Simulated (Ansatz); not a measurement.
# What CsGeBr3 (Pm-3m) distorts into, part 2 of 2

Aim: this structure of CsGeBr3 (Pm-3m) is to be tested for unstable modes, and one is followed downhill.

Ansatz 0.2.0; DFT PBEsol, scalar-relativistic, plane waves, PAW; PAW set soft_1.

So far. Step 4 (The mode frozen in, largest atomic shift 0.08 Å): The run ends at a pressure of 0.15 GPa, with forces up to 0.034 eV/Å. Step 5 (Energy along the mode, all amplitudes (two of the runs …): The lowest of the steps tried is at 0.08 Å, 0.707 meV/atom below the parent; the bottom of the well need not coincide with a step.

## Step 6: Relaxation from the frozen mode

Starting from the lowest point found, all atoms and the cell are let go, so that strain and other modes of the same symmetry can join in.

The input, input.yaml:

```yaml
crystal:
  lattice:
    - [5.4702110526, 0.0, 0.0]
    - [0.0, 5.4702110526, 0.0]
    - [0.0, 0.0, 5.4702110526]
  atoms:
    - { symbol: Cs, position: [0.0, 2.87903e-05, 2.87903e-05] }
    - { symbol: Ge, position: [0.5, 0.5103411993, 0.5103411993] }
    - { symbol: Br, position: [0.5, 0.4989796579, -0.0074069992] }
    - { symbol: Br, position: [0.5, -0.0074069992, 0.4989796579] }
    - { symbol: Br, position: [0.0, 0.4989796579, 0.4989796579] }
kpoints:
  mp_grid: { grid: [12, 12, 12] }
hamiltonian:
  xc: pbesol
  pseudopotentials: { kind: paw, azcp: { folder: soft_1 }, xc_functional: pbe }
scf:
  occupations: { method: fixed }
output:
  forces: true
  stress: true
  eigenvalues: true
relax:
  adjacent_minimum: "off"
  f_tol: 0.002
  max_steps: 120
  cell: { stress_tol: 0.03 }
```

Started as:

```
$ ansatz run input.yaml --threads 4 --pin off --max-ram 10240MiB --backend cpu --events-out ev --progress --plain --runs-dir out
```

Numbers of over 12 decimals in the logs are rounded to 6 here.

Output:

```text
[...]
Crystal: 5 atoms, lattice volume = 163.686 Å³
Basis set: ecut = 420 eV, 3191 PW (Γ), exchange–correlation on 80×80×80 points (8 copies of the dense FFT grid, shifted against one another)
Bands: 27, of which v1, the nominal top of the filled ones, is band 22 counted from 1 (21 counted from 0)
Symmetry: 4 space group operations
[...]
k-points: 301 of 1728 (time reversal used)
[...]
SCF iter   1: F=—  HF=-18055.605680 eV  |F-HF|=—  |Δ(HF+E_count)|=         —  Δρ=2.65e-2  dr2=2.29e0  ethr=3.10e-3  ⟨swp⟩=5.0  Hψ=33248  notcnv=0  defer=607
[...]
SCF iter   8: F=-18054.502033 eV  HF=-18054.502033 eV  |F-HF|=1.36e-8  |Δ(HF+E_count)|=   5.40e-7  Δρ=2.64e-6  dr2=1.33e-8  ethr=2.27e-10  ⟨swp⟩=12.0  Hψ=47966  notcnv=0
SCF 1 converged in 8 iterations: F = -18054.502033 eV  dr2 = 1.33e-8
[...]
relax step   1: F+E_penalty+E_count = -18054.50203292 eV  Δ(F+E_penalty+E_count) = +0.000e0 eV  max|allowed force component| = 2.402e-2 eV/Å  Δτ_max = 0.0000 Å  P = +0.145 GPa  Ω = 163.686 Å³  (8 SCF iters, dr2 threshold 1.00e-7 eV, accepted)
Crystal: 5 atoms, lattice volume = 164.332 Å³
[...]
iter 1 solved again at ethr=1.67e-7 eV; its pass at ethr=3.10e-3 eV (dr2=7.35e-5 eV) is discarded
[...]
SCF iter   5: F=-18054.502709 eV  HF=-18054.502709 eV  |F-HF|=7.20e-9  |Δ(HF+E_count)|=   1.34e-7  Δρ=3.36e-6  dr2=1.55e-8  ethr=2.62e-10  ⟨swp⟩=9.5  Hψ=44415  notcnv=0
SCF 2 converged in 5 iterations: F = -18054.502709 eV  dr2 = 1.55e-8
relax step   2: F+E_penalty+E_count = -18054.50270936 eV  Δ(F+E_penalty+E_count) = -6.764e-4 eV  max|allowed force component| = 2.871e-2 eV/Å  Δτ_max = 0.0048 Å  P = +0.050 GPa  Ω = 164.332 Å³  energy of the carried Pulay correction = -3.442e-5 eV  (5 SCF iters, dr2 threshold 1.15e-7 eV, accepted)
Crystal: 5 atoms, lattice volume = 165.682 Å³
Basis set: ecut = 420 eV, 3223 PW (Γ), exchange–correlation on 80×80×80 points (8 copies of the dense FFT grid, shifted against one another)
[...]
SCF iter   6: F=-18054.504442 eV  HF=-18054.504442 eV  |F-HF|=3.84e-9  |Δ(HF+E_count)|=   3.44e-8  Δρ=2.02e-6  dr2=6.42e-9  ethr=1.17e-10  ⟨swp⟩=11.0  Hψ=43328  notcnv=0
SCF 3 converged in 6 iterations: F = -18054.504442 eV  dr2 = 6.42e-9
relax step   3: F+E_penalty+E_count = -18054.50444248 eV  Δ(F+E_penalty+E_count) = -1.733e-3 eV  max|allowed force component| = 2.965e-2 eV/Å  Δτ_max = 0.0224 Å  P = -0.039 GPa  Ω = 165.682 Å³  energy of the carried Pulay correction = -1.060e-4 eV  (6 SCF iters, dr2 threshold 5.15e-8 eV, accepted)
[...]
relax step   4: F+E_penalty+E_count = -18054.50433665 eV  Δ(F+E_penalty+E_count) = +1.058e-4 eV  max|allowed force component| = 3.802e-2 eV/Å  Δτ_max = 0.0535 Å  P = +0.005 GPa  Ω = 167.133 Å³  energy of the carried Pulay correction = -1.823e-4 eV  (6 SCF iters, dr2 threshold 5.49e-8 eV, rejected (line search))
[...]
relax step   5: F+E_penalty+E_count = -18054.50525284 eV  Δ(F+E_penalty+E_count) = -8.104e-4 eV  max|allowed force component| = 2.964e-3 eV/Å  Δτ_max = 0.0267 Å  P = +0.008 GPa  Ω = 166.076 Å³  energy of the carried Pulay correction = -1.268e-4 eV  (9 SCF iters, accepted)
[...]
relax step   6: F+E_penalty+E_count = -18054.50525921 eV  Δ(F+E_penalty+E_count) = -6.368e-6 eV  max|allowed force component| = 7.872e-4 eV/Å  Δτ_max = 0.0033 Å  P = -0.003 GPa  Ω = 166.261 Å³  energy of the carried Pulay correction = -1.365e-4 eV  (6 SCF iters, dr2 threshold 5.49e-10 eV, accepted)
[...]
SCF iter   4: F=-18054.505405 eV  HF=-18054.505405 eV  |F-HF|=3.64e-10  |Δ(HF+E_count)|=   1.71e-7  Δρ=1.75e-7  dr2=1.57e-11  ethr=1.00e-12  ⟨swp⟩=12.8  Hψ=63375  notcnv=0
SCF 7 converged in 4 iterations: F = -18054.505405 eV  dr2 = 1.57e-11
relax step   7: F+E_penalty+E_count = -18054.50540528 eV  Δ(F+E_penalty+E_count) = -1.461e-4 eV  max|allowed force component| = 7.885e-4 eV/Å  Δτ_max = 0.0000 Å  P = -0.003 GPa  Ω = 166.261 Å³  stress off target by 8.24e-3 GPa  SCF on the basis re-selected at this cell (its energy is not comparable with the rows above)  (4 SCF iters)
basis re-selected at this cell: Δ(F+E_penalty+E_count) = -1.461e-4 eV, ΔP = +0.000 GPa vs the last step (what re-selecting the basis moved, of the pressure what is left beyond the Pulay correction that the steps carried, after the strain that the cell walked since its last selection, with what the two solves' SCF thresholds leave and, on support functions, any second-order correction that the steps lacked; it is no m [...]
SCF converged after 4 iterations
Free energy (F): -18054.505405 eV
[...]
Internal energy: -18054.505405 eV  (E = F + TS)
E sigma→0 (E₀):  -18054.505405 eV
Fermi energy:    5.057649 eV
[...]
--- Forces (eV/Å), atoms counted from 1 ---
  atom   1  Cs     0.00000000     0.00078849     0.00078849
  atom   2  Ge     0.00000000    -0.00048746    -0.00048746
  atom   3  Br    -0.00000000     0.00014535    -0.00038788
  atom   4  Br    -0.00000000    -0.00038788     0.00014535
  atom   5  Br    -0.00000000    -0.00005849    -0.00005849
  max |Σ_I F_I| component: 4.52e-9 eV/Å
--- Stress (GPa, compression-positive) ---
       -0.000040       0.000000       0.000000
        0.000000      -0.003823       0.004420
        0.000000       0.004420      -0.003823
  P = ⅓ Tr σ = -0.0026 GPa (-0.026 kbar)
--- Band table (eV; the first three rows and the last of 301) ---
  k-point 0: bands = [... 18 lower, 2.2708, 2.5201, 2.5267, 2.5305, 7.8080, 8.4634, 8.5003, 9.0159, ... 1 higher]
  k-point 1: bands = [... 18 lower, 2.2579, 2.4950, 2.5025, 2.5302, 7.9015, 8.5309, 8.5631, 9.0783, ... 1 higher]
  k-point 2: bands = [... 18 lower, 2.2210, 2.4435, 2.4558, 2.5110, 8.1658, 8.7117, 8.7591, 9.1364, ... 1 higher]
  k-point 300: bands = [... 18 lower, 2.8881, 2.9495, 2.9508, 5.0576, 5.5381, 5.5945, 5.6481, 9.3010, ... 1 higher]
--- Relaxed structure (6 steps of the walk, 5 accepted, 1 SCFs on fresh bases) ---
  F+E_penalty+E_count = -18054.50540528 eV   max|allowed force component| = 7.885e-4 eV/Å   (the final SCF, on the basis selected at the relaxed cell)
  cell:  # Å, volume = 166.2609 Å³
    - [5.472925, 0, 0]
    - [0, 5.511753, 0.024834]
    - [0, 0.024834, 5.511753]
  atoms:
    - { symbol: Cs, position: [0, -3.363277750601534e-5, -3.36327775060153e-5] }
    - { symbol: Ge, position: [0.5, 0.517741, 0.517741] }
    - { symbol: Br, position: [0.5, 0.497945, -0.012120] }
    - { symbol: Br, position: [0.5, -0.012120, 0.497945] }
    - { symbol: Br, position: [0, 0.497390, 0.497390] }
```

Wall time 4 min (4 threads of Arm Neoverse V2, shared host); peak memory 1.3 GiB; 16 min of CPU time.

Step by step:

```csv
step,energy less that of the first step (eV),largest force component (eV/Å),pressure (GPa),volume (Å³)
1,0.0000,0.0240,0.15,163.69
2,-0.0007,0.0287,0.05,164.33
3,-0.0024,0.0297,-0.04,165.68
4,-0.0023,0.0380,0.00,167.13
5,-0.0032,0.0030,0.01,166.08
6,-0.0032,0.0008,0.00,166.26
7*,-0.0034,0.0008,0.00,166.26
```

Relaxation steps marked * repeat the geometry before them on a plane-wave basis chosen anew for their cell, so energy and pressure can jump there. Relaxation step 4 was tried and not accepted.

The run keeps the 4 symmetry operations that it works with, so distortions that break them were not tested.

```csv
"conventional cell, symmetrised",before,after,change
a (Å),5.470,5.473,+0.0 %
b (Å),7.736,7.760,+0.3 %
c (Å),7.736,7.830,+1.2 %
volume (Å³/atom),32.74,33.25,+1.6 %
```

The atoms that moved most (Å, as changes of fractional coordinates times the final cell):

```
atom     dx      dy      dz  length
 Ge2  0.000   0.041   0.041   0.058
 Br3  0.000  -0.006  -0.026   0.027
 Br4  0.000  -0.026  -0.006   0.027
 Br5  0.000  -0.009  -0.009   0.012
```

The relaxed structure:

```xyz
5
Lattice="5.4729 0.0000 0.0000 0.0000 5.5118 0.0248 0.0000 0.0248 5.5118" Properties=species:S:1:pos:R:3 pbc="T T T"
Cs    0.0000   -0.0002   -0.0002
Ge    2.7365    2.8665    2.8665
Br    2.7365    2.7442   -0.0544
Br    2.7365   -0.0544    2.7442
Br    0.0000    2.7538    2.7538
```

This step gave:

```yaml
pressure: -0.002562 GPa
gap_on_the_k_mesh: 0.4804 eV
volume_per_atom: 33.25 Å³
```

The distorted start has space group Amm2; the relaxation ends in Amm2.

## Step 7: The new phase in its own primitive cell

The relaxed structure is symmetrised, reduced to its primitive cell and relaxed tightly, as its phonons need.

input.yaml, the sections that differ from step 6:

```yaml
crystal:
  lattice:
    - [5.4729250106, 0.0, 0.0]
    - [0.0, 3.8798372455, 3.9149580571]
    - [0.0, -3.8798372455, 3.9149580571]
  atoms:
    - { symbol: Cs, position: [0.0, 0.9999663672, 0.9999663672] }
    - { symbol: Ge, position: [0.5, 0.5177412312, 0.5177412312] }
    - { symbol: Br, position: [0.5, 0.4979449269, 0.9878799833] }
    - { symbol: Br, position: [0.5, 0.9878799833, 0.4979449269] }
    - { symbol: Br, position: [0.0, 0.4973897976, 0.4973897976] }
relax:
  adjacent_minimum: "off"
  f_tol: 0.001
  max_steps: 60
  cell: { stress_tol: 0.01 }
# kpoints, hamiltonian, scf, output: as in step 6
```

Output:

```text
[...]
Crystal: 5 atoms, lattice volume = 166.261 Å³
Basis set: ecut = 420 eV, 3239 PW (Γ), exchange–correlation on 80×80×80 points (8 copies of the dense FFT grid, shifted against one another)
Bands: 27, of which v1, the nominal top of the filled ones, is band 22 counted from 1 (21 counted from 0)
Symmetry: 4 space group operations
[...]
cell:  # Å, volume = 166.2339 Å³
    - [5.473109, 0.0, 0.0]
    - [0.0, 3.878661, 3.915379]
    - [0.0, -3.878661, 3.915379]
  atoms:
    - { symbol: Cs, position: [0, 1.000183, 1.000183] }
    - { symbol: Ge, position: [0.5, 0.517657, 0.517657] }
    - { symbol: Br, position: [0.5, 0.497896, 0.987831] }
    - { symbol: Br, position: [0.5, 0.987831, 0.497896] }
    - { symbol: Br, position: [0, 0.497356, 0.497356] }
[key lines of the parts left out:]
SCF converged after 4 iterations
Free energy (F): -18054.505408 eV
Fermi energy:    5.059869 eV
P = ⅓ Tr σ = 0.0010 GPa (0.010 kbar)
```

Run time: 2.4 min. Hardware: 4 threads; peak memory 1.3 GiB; 9.4 min of CPU time.

Little changed from the start: no atom moved by 0.005 Å and no cell edge by 0.1 %.

Numbers from this step:

- pressure: 0.001027 GPa
- gap on the k-mesh: 0.4792 eV
- direct gap on mesh: 0.4792 eV

The largest force component left is 0.32 meV/Å and the pressure is 0.001 GPa, within the tolerances set. The cell now holds 33.25 Å³/atom.

## Step 8: The phases reached

The phases reached along the modes that were followed are set side by side.

Energies are those of the first relaxation, on the mesh of the frozen mode; space group, volume and gap are those of the last relaxation. Phases, by row:

```csv
mode frozen in,space group,energy from parent (meV/atom),volume (Å³/atom),gap on mesh (eV),lowest zone-centre optical mode (cm⁻¹),largest shift (Å)
parent,Pm-3m,0,32.74,0.335,–,–
"q = (0, 0, 0), 61i cm⁻¹",P4mm,-0.75,33.01,0.411,–,0.101
"q = (0, 0, 0), 61i cm⁻¹",R3m,-1.92,33.46,0.572,–,0.161
"q = (0, 0, 0), 61i cm⁻¹",Amm2,-1.38,33.25,0.479,–,0.137
```

## Step 9: What came out

| Item | Value |
| --- | --- |
| unstable mode of the parent | q = (0, 0, 0), 61i cm⁻¹ |
| depth at the lowest point sampled | 0.707 meV/atom |
| largest atomic shift at that point | 0.08 Å |
| space group reached (within 0.01 Å) | Amm2 |
| energy gained over the parent (first relaxation, on the mesh of the frozen mode) | 1.38 meV/atom |
| volume per atom, phase reached | 33.2 Å³ |
| gap on the k-mesh, phase reached | 0.479 eV |

In words: Along this mode the structure falls into Amm2, 1.38 meV/atom below the parent. At the parent's cell the well is 0.707 meV/atom deep on the steps tried, with its lowest point at a shift of 0.08 Å. Relaxing atoms and cell changes the gain by +0.67 meV/atom against the lowest step (energies at zero smearing). The modes of the phase reached were not computed on this path. How so shallow a well moves with the k mesh was not tested. Of the 3 patterns followed to their end from this parent, this one ends 0.540 meV/atom above the lowest, R3m. Another end point lies within 1 meV/atom; how such a difference moves with mesh and cutoff was not tested. Each path keeps the symmetry of its pattern, so a lower phase may lie along a pattern not tried. With the field response the log warns that the k mesh is coarse for the force constants too, so the frequencies may not be converged. Spin-orbit coupling is left out, which can matter for the heavy elements here. The PAW files were made for PBE and serve the other functionals too.

[Logs are printed without paths, hosts, clocks, repeated set-up lines and the standing remarks that a program may print on its own settings, such as how far it seeks lower states.]

[Hosts, paths, dates, database ids (printed as entryN), source tags and the programs' standing remarks are cut or masked in the printed files.]
